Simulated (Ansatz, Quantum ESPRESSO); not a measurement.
# Zr2CO2 MXene, 1 layer: the energy at a withheld member of a series

Method. Quantum ESPRESSO 7.5, PBE, GBRV ultrasoft. Cell and atoms are first relaxed; each strained cell is then held and the atoms relax in it. A periodic run with 15 Å of vacuum in the starting cell gives the vacuum levels, and bands follow along a path. The series steps biaxial strain. Energies count from the lowest.

```
biaxial strain  energy (eV)
          -4 %       0.3506
          -3 %       0.1944
          -2 %       0.0854
          -1 %       0.0213
           0 %       0.0000
           1 %       0.0192
           2 %       0.0770
           3 %       0.1709
```

One more run was made and is withheld. What is the energy at 4 %?

**Fit.** The rows at 2 % and 3 % give a slope of (0.1709 − (0.0770))/(3 − (2)) = 0.0939, so a straight line gives 0.2648 eV. A parabola through these and the row at 1 % gives 0.3009 eV.

**Check.** 0.2990 eV. The line misses by −0.0342 and the parabola by +0.0019 eV. The parabola does better.

Caveats: Semilocal gaps are too small; the 1×1 cell can't ripple over many cells under compression as a free sheet would. No spin-orbit coupling.

[Logs are printed without paths, hosts, clocks, repeated set-up lines and the standing remarks that a program may print on its own settings, such as how far it seeks lower states.]
